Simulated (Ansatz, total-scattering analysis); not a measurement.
# Isotope substitution on H in ethanol

Two samples of ethanol (12 ethanol; C 22.2, O 11.1, H 66.7 atom %; 300 K, fixed volume (mean pressure -0.3 GPa); ρ₀ = 0.0929 Å⁻³) differ only in the isotope of H: D (b = 6.6681 fm) and H (b = -3.7395 fm). Other lengths: C 6.6472, O 5.8037 fm. The data are simulated by ab initio molecular dynamics with Ansatz (LDA, plane waves, PAW default files, Langevin thermostat, no spin, fixed volume, H with the mass of D). The average runs over 0.76 ps of 108 atoms, so shells between rare elements are rough. Mean temperature 288 K, largest m.s.d. 1.95 Å², energy drift -1 meV an atom (last third less first, no steady trend), Langevin friction 10 ps⁻¹; the first quarter of the run is discarded. Start: last frame of a classical run of this cell at the same density and temperature. So short a stretch relaxes bonds and nearest shells but still remembers its start. It is a liquid as far as so short a run tells. LDA overbinds hydrogen bonds, so O–O contacts come out short and the liquid too structured. The partials come from the cell's reciprocal vectors below 4 Å⁻¹ and from g(r) above; absorption, incoherent and inelastic scattering are left out. F(Q) = Σ ci cj bi bj (Sij − 1), in barn per steradian and atom:

| Q (Å⁻¹) | 2H | 1H | difference |
| --- | --- | --- | --- |
| 0.6 | -0.226 | -0.213 | -0.013 |
| 0.9 | -0.145 | -0.188 | 0.043 |
| 1.2 | 0.173 | -0.180 | 0.354 |
| 1.5 | 0.500 | -0.140 | 0.639 |
| 1.8 | 0.001 | -0.086 | 0.087 |
| 2.1 | -0.105 | -0.094 | -0.011 |
| 2.4 | -0.067 | -0.059 | -0.007 |
| 2.7 | -0.041 | -0.028 | -0.013 |
| 3.0 | -0.047 | -0.009 | -0.038 |
| 3.3 | -0.029 | -0.012 | -0.017 |
| 3.6 | -0.018 | 0.019 | -0.038 |
| 3.9 | -0.066 | 0.030 | -0.097 |
| 4.2 | -0.085 | 0.038 | -0.124 |
| 4.5 | -0.093 | 0.054 | -0.147 |
| 4.8 | -0.097 | 0.079 | -0.175 |
| 5.1 | -0.091 | 0.090 | -0.181 |
| 5.4 | -0.055 | 0.075 | -0.129 |
| 5.7 | -0.002 | 0.041 | -0.043 |
| 6.0 | 0.038 | 0.000 | 0.038 |
| 6.3 | 0.059 | -0.043 | 0.102 |
| 6.6 | 0.065 | -0.072 | 0.138 |
| 6.9 | 0.060 | -0.079 | 0.139 |
| 7.2 | 0.053 | -0.067 | 0.120 |
| 7.5 | 0.049 | -0.046 | 0.094 |
| 7.8 | 0.044 | -0.021 | 0.065 |
| 8.1 | 0.032 | 0.003 | 0.029 |
| 8.4 | 0.013 | 0.017 | -0.004 |
| 8.7 | -0.006 | 0.019 | -0.025 |
| 9.0 | -0.019 | 0.013 | -0.032 |
| 9.3 | -0.028 | 0.009 | -0.037 |
| 9.6 | -0.035 | 0.009 | -0.044 |
| 9.9 | -0.037 | 0.013 | -0.051 |
| 10.2 | -0.038 | 0.021 | -0.060 |
| 10.5 | -0.038 | 0.032 | -0.070 |
| 10.8 | -0.033 | 0.036 | -0.069 |

The first difference in real space, ΔG(r), in barn (from the pair functions, so without the broadening of a finite Q range):

first difference G(r), r (Å) and value: 0.50 -0.428, 0.58 -0.428, 0.66 -0.428, 0.74 -0.428, 0.82 -0.428, 0.90 -0.416, 0.98 0.422, 1.06 2.577, 1.14 3.441, 1.22 -0.370, 1.30 -0.424, 1.38 -0.389, 1.46 -0.332, 1.54 -0.297, 1.62 -0.280, 1.70 -0.143, 1.78 0.059, 1.86 -0.158, 1.94 -0.163, 2.02 0.178, 2.10 0.582, 2.18 0.606, 2.26 -0.046, 2.34 -0.214, 2.42 -0.144, 2.50 -0.073, 2.58 -0.055, 2.66 -0.075, 2.74 -0.106, 2.82 -0.120, 2.90 -0.121, 2.98 -0.105, 3.06 -0.048, 3.14 -0.055, 3.22 -0.069, 3.30 -0.027, 3.38 -0.020, 3.46 -0.046, 3.54 -0.066

**Question.** Which pairs survive in the difference, and what is the first shell of H?

Pairs without H cancel. ΔG(r) = Σ W [g(r) − 1] with W = 2 c(H) c(j) b(j) Δb, and c(H)² (b₁² − b₂²) for H–H: H–C 0.2050, H–O 0.0895, H–H 0.1355 barn. At small r, ΔG → −ΣW = -0.430; in this finite cell the H–H term carries (N − 1)/N with N = 72 atoms of H, which gives -0.428.

The first feature holds O–H (1.01 Å, 0.2 neighbours by the coordinates) and C–H (1.11 Å, 0.8 neighbours by the coordinates) together, so its area gives only their weighted sum.

Shells of H from the coordinates: O–H at 1.01 Å, 0.2 neighbours to 1.26 Å; C–H at 1.11 Å, 0.8 neighbours to 1.42 Å; H–H at 1.79 Å, 1.5 neighbours to 2.02 Å, a soft count (first peaks with a usable minimum only). Counts average over all H, whatever molecule they sit on, and second peaks of a pair (H two bonds away, hydrogen bonds) add features between 1.5 and 2.5 Å that aren't listed. The structure is taken to be the same for both isotopes, which holds least well for H and D.
